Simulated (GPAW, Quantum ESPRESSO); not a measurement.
# Core-hole calculation of the Zn K edge in Zn (Zinc, P6_3/mmc)

Aim: the Zn K edge of Zn (Zinc, P6_3/mmc) by two routes, a Lanczos recursion (XSpectra) and a sum over empty bands (GPAW), to see which features are robust.

Program: Quantum ESPRESSO 7.5. Level of theory: core-hole supercells, plane-wave PAW PBE (first program; GPAW 26.7.0 follows as the second). Results are calculated unless marked as measured.

An experiment to compare with: “High-accuracy transmission and fluorescence XAFS of zinc at 10 K, 50 K, 100 K and 150 K using the hybrid technique” (2023, pmc:9814049). X-ray absorption fine structure of zinc metal foils was measured at the Zn K-edge between 10 K and 150 K, simultaneously in transmission and fluorescence, with detailed correction of systematic errors. Interatomic distances, axial ratios and Debye-Waller factors were extracted from the spectra and compared with diffraction results. It reports Zn K-edge features by XANES on zinc metal, earlier measurement; the values are set beside the results at the end.

Most raw output is cut from this account.

The database entry behind the starting cell differs from later determinations by our own check (about 0.3 % long), so it need not match the best structure at ambient conditions.

## (1) The starting structure

It takes space group P6_3/mmc (No. 194, hexagonal). The conventional cell has a = 2.670 Å, b = 2.670 Å, c = 4.966 Å, α = 90.00°, β = 90.00°, γ = 120.00°. Nearest to Zn lie 12 Zn at 2.67 to 2.92 Å.

## (2) The field without a hole (Quantum ESPRESSO)

The ground state comes first: it tells whether the system has a gap, which decides how the excited electron is treated.

The PAW data sets are made with ld1.x, with reconstruction data.

The input, scf.in:

```
&control
   calculation='scf', prefix='x', pseudo_dir='../pp', outdir='tmp', tprnfor=.true.
/
&system
   ibrav=0, nat=2, ntyp=2, nbnd=16
   ecutwfc=62, ecutrho=400
   occupations='smearing', smearing='mv', degauss=0.015
/
&electrons
   conv_thr=2.0e-08, electron_maxstep=120
   mixing_beta=0.5
/
ATOMIC_SPECIES
Zn3 1.0 Zn.pbe-dn-kjpaw.UPF
Zn 1.0 Zn.pbe-dn-kjpaw.UPF
CELL_PARAMETERS angstrom
  2.67000000 0.00000000 0.00000000
  -1.33500000 2.31228783 0.00000000
  0.00000000 0.00000000 4.96600000
ATOMIC_POSITIONS crystal
Zn3  0.66666667 0.33333333 0.75000000
Zn   0.33333333 0.66666667 0.25000000
K_POINTS automatic
11 11 6 0 0 0
```

The run is started by

```console
> OMP_NUM_THREADS=1 mpirun --oversubscribe --bind-to none -np 4 pw.x -nk 4 -in scf.in > scf.out
```

Elapsed: 5.8 s, on 4 MPI ranks of Arm Neoverse V2, shared host; peak memory 0.09 GiB; 23 s of CPU time.

Absorbing atoms carry a label of their own (element plus a letter or digit), as the spectrum program needs them as separate species.

The mesh shows no gap, so the system is treated as a metal and the core electron is put at the Fermi level (neutral cell).

## (3) Spectrum without a core hole, Zn atom 1 (Quantum ESPRESSO)

This cheap baseline ignores the attraction of the hole: it shows the absorber's empty states as they are in the ground state.

The absorber has 6 Zn at 2.67 Å and 6 Zn at 2.92 Å (anticuboctahedral, as in hcp, site symmetry -6m2).

The input, xspectra.in:

```
&input_xspectra
   calculation='xanes_dipole', edge='K'
   prefix='x', outdir='tmp', xiabs=1, xe0=10.8589
   xonly_plot=.false., x_save_file='xanes.sav'
   xniter=3000, xcheck_conv=20, xerror=0.005
   xcoordcrys=.false., xepsilon(1)=1, xepsilon(2)=0, xepsilon(3)=0
/
&plot
   xnepoint=199, xemin=-10, xemax=45, terminator=.true., cut_occ_states=.true.
   xgamma=0.83
/
&pseudos
   filecore='../Zn.wfc'
/
&cut_occ
   cut_desmooth=0.1, cut_stepl=0.05, cut_stepu=0.05, cut_ierror=1e-5
/
10 10 5 0 0 0
```

The run is started by

```console
> OMP_NUM_THREADS=1 mpirun --oversubscribe --bind-to none -np 4 xspectra.x -nk 4 -in xspectra.in > xspectra.out
```

It took 35 s on 4 MPI ranks; peak memory 0.08 GiB; 2.3 min of CPU time.

The Zn K spectrum, Zn atom 1, no core hole (energy from the energy zero of the input (xe0, at the border of filled and empty states); intensity scaled to a mean of 1 over the first 20 eV; the points at xe0, where the cut of filled states can leave a spike, are interpolated; polarised curves are means over the symmetry-equivalent atoms):

```csv
E (eV),isotropic,ε ⊥ c,ε ∥ c
-2.0,0.08,0.07,0.09
-1.4,0.10,0.09,0.11
-0.8,0.13,0.12,0.14
-0.2,0.20,0.18,0.23
0.4,0.28,0.26,0.33
1.0,0.39,0.36,0.44
1.6,0.46,0.44,0.51
2.2,0.52,0.50,0.58
2.8,0.60,0.54,0.71
3.4,0.65,0.58,0.79
4.0,0.67,0.62,0.77
4.6,0.73,0.69,0.81
5.2,0.78,0.76,0.82
5.8,0.79,0.76,0.83
6.4,0.84,0.79,0.93
7.0,0.94,0.87,1.07
7.6,1.01,0.94,1.14
8.2,1.09,1.03,1.20
8.8,1.18,1.14,1.27
9.4,1.23,1.18,1.33
10.0,1.35,1.27,1.50
10.6,1.42,1.34,1.58
11.2,1.42,1.35,1.55
11.8,1.35,1.33,1.41
12.4,1.25,1.28,1.20
13.0,1.18,1.25,1.03
13.6,1.17,1.26,0.99
14.2,1.13,1.20,0.99
14.8,1.10,1.15,0.98
15.4,1.12,1.18,0.98
16.0,1.12,1.18,1.01
16.6,1.11,1.16,1.01
17.2,1.20,1.28,1.04
17.8,1.27,1.36,1.09
18.4,1.25,1.35,1.05
19.0,1.22,1.33,1.00
19.6,1.16,1.25,0.98
20.2,1.10,1.14,1.02
20.8,1.02,1.02,1.02
21.4,1.02,1.01,1.04
22.0,1.06,1.07,1.05
22.6,1.06,1.07,1.03
23.2,1.02,1.02,1.01
23.8,0.98,0.96,1.04
24.4,0.98,0.93,1.06
25.0,0.97,0.94,1.04
25.6,1.00,0.99,1.04
26.2,1.04,1.03,1.07
26.8,1.08,1.07,1.08
27.4,1.09,1.10,1.06
28.0,1.09,1.08,1.13
28.6,1.10,1.07,1.17
29.2,1.11,1.08,1.18
29.8,1.11,1.07,1.19
30.4,1.11,1.07,1.18
31.0,1.14,1.12,1.20
31.6,1.20,1.14,1.31
```

Main maxima below 30 eV (height): 10.8 eV (1.43), 15.8 eV (1.13), 17.8 eV (1.27) and 22.2 eV (1.07). A K edge sees empty p states on the absorber.

## (4) Supercell without a hole, the energy reference (Quantum ESPRESSO)

The photon energy needs a difference of total energies, so the cell and mesh of the coming hole run are first run without a hole.

The input, scf.in:

```
&control
   calculation='scf', prefix='x', pseudo_dir='../pp', outdir='tmp', tprnfor=.true.
/
&system
   ibrav=0, nat=14, ntyp=1, nbnd=104
   ecutwfc=62, ecutrho=400
   occupations='smearing', smearing='mv', degauss=0.015
/
&electrons
   conv_thr=1.4e-07, electron_maxstep=120
   mixing_beta=0.5
/
ATOMIC_SPECIES
Zn 1.0 Zn.pbe-dn-kjpaw.UPF
CELL_PARAMETERS angstrom
  2.67000000 0.00000000 -4.96600000
  -4.00500000 -2.31228783 -4.96600000
  1.33500000 6.93686348 0.00000000
ATOMIC_POSITIONS crystal
Zn   0.76190476 0.48809524 0.94047619
Zn   0.33333333 0.91666667 0.08333333
Zn   0.90476190 0.34523810 0.22619048
Zn   0.04761905 0.20238095 0.51190476
Zn   0.47619048 0.77380952 0.36904762
Zn   0.19047619 0.05952381 0.79761905
Zn   0.61904762 0.63095238 0.65476190
Zn   0.80952381 0.94047619 0.20238095
Zn   0.38095238 0.36904762 0.34523810
Zn   0.95238095 0.79761905 0.48809524
Zn   0.09523810 0.65476190 0.77380952
Zn   0.52380952 0.22619048 0.63095238
Zn   0.23809524 0.51190476 0.05952381
Zn   0.66666667 0.08333333 0.91666667
K_POINTS automatic
5 5 4 0 0 0
```

The run is started by

```console
> OMP_NUM_THREADS=1 mpirun --oversubscribe --bind-to none -np 4 pw.x -nk 4 -in scf.in > scf.out
```

The job ended after 7.3 min (4 MPI ranks; peak memory 0.6 GiB).

Reference energy: -684226.017 eV with the cores included.

## (5) The atom with a core hole (Quantum ESPRESSO)

The frozen core must hold the hole, so the absorber gets a data set of its own.

The input, Zn.pbe-dn-kjpaw-1sch.ld1.in:

```
&input
   title='Zn', zed=30., rel=1, iswitch=3, dft='PBE',
   config='1s1 2s2 2p6 3s2 3p6 4s2 4p1 3d10'
/
&inputp
   file_pseudopw='Zn.pbe-dn-kjpaw-1sch.UPF', author='',
   lpaw=.true.,
   pseudotype=3,
   lloc=-1,
   rcloc=1.9,
   which_augfun='PSQ',
   rmatch_augfun_nc=.true.,
   nlcc=.true.,
   new_core_ps=.true.,
   rcore=1.0,
   tm=.true.,
   zval=13,
   lgipaw_reconstruction=.true., use_paw_as_gipaw=.true.
/
6
4S  1  0  2.00  0.00  1.08  2.20  0.0
4S  1  0  0.00  6.10  1.08  2.20  0.0
4P  2  1  1.00  0.00  1.08  2.20  0.0
4P  2  1  0.00  6.30  1.08  2.20  0.0
3D  3  2  10.00  0.00  1.08  1.70  0.0
3D  3  2  0.00  -0.80  1.08  1.70  0.0
```

The run is started by

```console
> ld1.x < Zn.pbe-dn-kjpaw-1sch.ld1.in > Zn.pbe-dn-kjpaw-1sch.ld1.out
```

Elapsed: 0.7 s, on 1 MPI rank; peak memory 0.12 GiB.

Removing the core electron and adding it to the valence shell costs the free atom 9695.0 eV.

## (6) Supercell with XCH, Zn atom 1 (Quantum ESPRESSO)

The holes are 5.6 Å apart. The excited electron is kept in the cell, where it fills the lowest empty states and screens the hole.

Changes to scf.in since step 4:

```diff
@@ -4,3 +4,3 @@
 &system
-   ibrav=0, nat=14, ntyp=1, nbnd=104
+   ibrav=0, nat=14, ntyp=2, nbnd=105
    ecutwfc=62, ecutrho=400
@@ -13,2 +13,3 @@
 ATOMIC_SPECIES
+Zn0 1.0 Zn.pbe-dn-kjpaw-1sch.UPF
 Zn 1.0 Zn.pbe-dn-kjpaw.UPF
@@ -19,3 +20,3 @@
 ATOMIC_POSITIONS crystal
-Zn   0.76190476 0.48809524 0.94047619
+Zn0  0.76190476 0.48809524 0.94047619
 Zn   0.33333333 0.91666667 0.08333333
```

The run is started by

```console
> OMP_NUM_THREADS=1 mpirun --oversubscribe --bind-to none -np 4 pw.x -nk 4 -in scf.in > scf.out
```

Run time: 8.3 min. Hardware: 4 MPI ranks; peak memory 0.59 GiB; 33 min of CPU time.

Energy with the hole: -674529.711 eV, cores included.

## (7) Spectrum with XCH, Zn atom 1 (Quantum ESPRESSO)

The Lanczos recursion gives the spectrum without computing empty bands; each polarisation needs a run of its own on the full k mesh. xe0 is set between filled and empty states, and states below it are cut, here at the Fermi level, which holds the excited electron. The file of filecore holds the core orbital, taken from the hole-free data set.

Changes to xspectra.in since step 3:

```diff
@@ -2,3 +2,3 @@
    calculation='xanes_dipole', edge='K'
-   prefix='x', outdir='tmp', xiabs=1, xe0=10.8589
+   prefix='x', outdir='tmp', xiabs=1, xe0=11.2215
    xonly_plot=.false., x_save_file='xanes.sav'
@@ -17,2 +17,2 @@
 /
-10 10 5 0 0 0
+5 5 4 0 0 0
```

xspectra_1.in, as its differences from xspectra.in of step 7:

```diff
@@ -5,3 +5,3 @@
    xniter=3000, xcheck_conv=20, xerror=0.005
-   xcoordcrys=.false., xepsilon(1)=1, xepsilon(2)=0, xepsilon(3)=0
+   xcoordcrys=.false., xepsilon(1)=0, xepsilon(2)=1, xepsilon(3)=0
 /
```

xspectra_2.in, as its differences from xspectra_1.in of step 7:

```diff
@@ -5,3 +5,3 @@
    xniter=3000, xcheck_conv=20, xerror=0.005
-   xcoordcrys=.false., xepsilon(1)=0, xepsilon(2)=1, xepsilon(3)=0
+   xcoordcrys=.false., xepsilon(1)=0, xepsilon(2)=0, xepsilon(3)=1
 /
```

The run is started by

```console
> OMP_NUM_THREADS=1 mpirun --oversubscribe --bind-to none -np 4 xspectra.x -nk 4 -in xspectra.in > xspectra.out
```

Wall time 7 min (4 MPI ranks); peak memory 0.24 GiB; 28 min of CPU time.

The Zn K spectrum, Zn atom 1, excited-electron core hole (neutral cell) (energy from the energy zero of the input (xe0, at the border of filled and empty states); intensity scaled to a mean of 1 over the first 20 eV; the points at xe0, where the cut of filled states can leave a spike, are interpolated; polarised curves are means over the symmetry-equivalent atoms):

```csv
E (eV),isotropic,ε ⊥ c,ε ∥ c
-2.0,0.10,0.09,0.12
-1.5,0.13,0.11,0.15
-1.0,0.17,0.15,0.20
-0.5,0.24,0.21,0.30
0.0,0.35,0.30,0.44
0.5,0.46,0.41,0.57
1.0,0.55,0.49,0.67
1.5,0.63,0.56,0.76
2.0,0.71,0.63,0.86
2.5,0.78,0.70,0.94
3.0,0.84,0.77,0.99
3.5,0.86,0.80,0.98
4.0,0.85,0.80,0.95
4.5,0.86,0.82,0.95
5.0,0.91,0.88,0.99
5.5,0.99,0.95,1.06
6.0,1.07,1.02,1.16
6.5,1.12,1.06,1.24
7.0,1.14,1.08,1.26
7.5,1.17,1.12,1.26
8.0,1.23,1.20,1.28
8.5,1.29,1.26,1.36
9.0,1.37,1.32,1.46
9.5,1.40,1.36,1.47
10.0,1.35,1.34,1.37
10.5,1.27,1.29,1.24
11.0,1.19,1.23,1.11
11.5,1.10,1.16,0.98
12.0,1.03,1.11,0.89
12.5,0.99,1.06,0.85
13.0,0.97,1.04,0.83
13.5,0.97,1.04,0.84
14.0,0.99,1.06,0.84
14.5,0.99,1.08,0.82
15.0,0.98,1.05,0.82
15.5,0.97,1.03,0.85
16.0,0.98,1.03,0.88
16.5,1.00,1.05,0.91
17.0,1.04,1.10,0.93
17.5,1.07,1.14,0.93
18.0,1.06,1.14,0.92
18.5,1.04,1.11,0.92
19.0,1.00,1.04,0.91
19.5,0.93,0.95,0.87
20.0,0.86,0.87,0.85
20.5,0.84,0.82,0.86
21.0,0.84,0.82,0.88
21.5,0.85,0.83,0.90
22.0,0.87,0.84,0.93
22.5,0.89,0.86,0.95
23.0,0.89,0.86,0.94
23.5,0.88,0.85,0.93
24.0,0.88,0.85,0.93
24.5,0.89,0.86,0.94
25.0,0.91,0.88,0.96
25.5,0.92,0.89,0.97
26.0,0.93,0.90,0.97
26.5,0.93,0.92,0.97
27.0,0.95,0.93,0.98
27.5,0.96,0.94,1.01
28.0,0.99,0.96,1.06
28.5,1.01,0.97,1.11
29.0,1.02,0.98,1.12
29.5,1.03,0.98,1.12
30.0,1.04,1.00,1.13
30.5,1.07,1.02,1.15
31.0,1.10,1.05,1.19
31.5,1.13,1.07,1.25
32.0,1.16,1.08,1.31
```

Main maxima below 30 eV (height): 9.4 eV (1.40), 14.4 eV (0.99) and 17.5 eV (1.07). 

The total-energy difference is 9696.31 eV. One term is added: -30.96 eV, since the hole is spin-paired here and a spin-polarised one costs that much less in the free atom (computed apart). The photon energy is then 9665.35 eV. The tabulated edge of the element is 9659 eV. The functional leaves an error of a few eV in such absolute values.

## (8) Quadrupole spectrum with XCH, Zn atom 1 (Quantum ESPRESSO)

Pre-edge features of transition metals can come from s→d transitions, which the dipole operator misses, so the quadrupole term is computed on the same field.

Changed against the first core-hole run: operator from dipole to quadrupole.

The input, xspectra.in:

```
&input_xspectra
   calculation='xanes_quadrupole', edge='K'
   prefix='x', outdir='tmp', xiabs=1, xe0=11.2215
   xonly_plot=.false., x_save_file='xanes.sav'
   xniter=3000, xcheck_conv=20, xerror=0.005
   xcoordcrys=.false., xepsilon(1)=1, xepsilon(2)=0, xepsilon(3)=0
   xkvec(1)=0, xkvec(2)=1, xkvec(3)=0
/
&plot
   xnepoint=109, xemin=-8, xemax=22, terminator=.true., cut_occ_states=.true.
   xgamma=0.83
/
&pseudos
   filecore='../Zn.wfc'
/
&cut_occ
   cut_desmooth=0.1, cut_stepl=0.05, cut_stepu=0.05, cut_ierror=1e-5
/
5 5 4 0 0 0
```

Wall time 2.2 min (4 MPI ranks); peak memory 0.24 GiB.

Dipole and quadrupole parts on one scale (eps x, k y):

```csv
E (eV),dipole,quadrupole × 20
-3.0,0.07,0.00
-2.0,0.10,0.00
-1.0,0.17,0.00
0.0,0.35,0.01
1.0,0.55,0.01
2.0,0.71,0.01
3.0,0.84,0.02
4.0,0.85,0.02
5.0,0.91,0.02
6.0,1.07,0.02
7.0,1.14,0.02
8.0,1.23,0.02
9.0,1.37,0.02
10.0,1.35,0.02
11.0,1.19,0.02
12.0,1.03,0.02
13.0,0.97,0.03
14.0,0.99,0.03
15.0,0.98,0.03
16.0,0.98,0.03
17.0,1.04,0.03
18.0,1.06,0.03
19.0,1.00,0.03
20.0,0.86,0.04
21.0,0.84,0.04
22.0,0.87,0.04
```

## (9) The field without a hole (GPAW)

The second program starts from its own ground state, on the same cell and functional.

The input, scf.py:

```python
import numpy as np
from ase import Atoms
from ase.parallel import parprint, paropen
from gpaw import GPAW, PW, FermiDirac, Mixer, MixerDif, setup_paths
from gpaw.test import gen
setup_paths.insert(0, '.')
gen('Zn', name='nch1s', xcname='PBE', corehole=(1, 0, 0), write_xml=True)
from gpaw.mpi import world
world.barrier()

atoms = Atoms('Zn2',
    cell=[[2.67, 0, 0],
     [-1.335, 2.31228783, 0],
     [0, 0, 4.966]],
    scaled_positions=[[0.66666667, 0.33333333, 0.75],
     [0.33333333, 0.66666667, 0.25]],
    pbc=True)
atoms.calc = calc = GPAW(legacy_gpaw=True, mode=PW(500), xc='PBE', setups={0: 'nch1s'},
    kpts={'size': (11, 11, 5), 'gamma': True}, occupations=FermiDirac(0.05),
    charge=0, mixer=Mixer(0.1, 5, 50), maxiter=150,
    convergence={'density': 0.0001}, txt='scf.txt')
energy = atoms.get_potential_energy() + calc.get_reference_energy()
ef = calc.get_fermi_level()
out = dict(energy=energy, fermi=ef, forces=atoms.get_forces().tolist())
parprint(f'all-electron energy {energy:.4f} eV, Fermi level {ef:.4f} eV')
ev = np.array([[calc.get_eigenvalues(k, s) for k in range(len(calc.get_ibz_k_points()))] for s in range(calc.get_number_of_spins())])
out['homo'], out['lumo'], out['counts'] = ev[ev < ef].max(), ev[ev > ef].min(), sorted(set((ev < ef).sum((0, 2)).tolist()))
out['filled'] = (ev[:, 0] < ef).sum(1).tolist()
import json
with paropen('out.json', 'w') as f:
    json.dump(out, f)
```

The run is started by

```console
> OMP_NUM_THREADS=1 mpirun -n 4 gpaw python scf.py
```

It took 7 s on 4 MPI ranks; peak memory 0.17 GiB; 27 s of CPU time.

The mesh shows no gap, so the system is treated as a metal and the core electron is put at the Fermi level (neutral cell).

[end of part 1 of 2]

[Logs are printed without paths, hosts, clocks, repeated set-up lines and the standing remarks that a program may print on its own settings, such as how far it seeks lower states.]

[Hosts, paths, dates, database ids (printed as entryN), source tags and the programs' standing remarks are cut or masked in the printed files.]

[Lists of maxima count a maximum above −3 eV only where it reaches 4 % of the highest in the window and stands out from its surroundings by 2 % of it (1.5 % where it reaches 55 %); shoulders and weaker maxima are passed over, and of the rest the first, up to two pre-edge ones and the few strongest are named.]
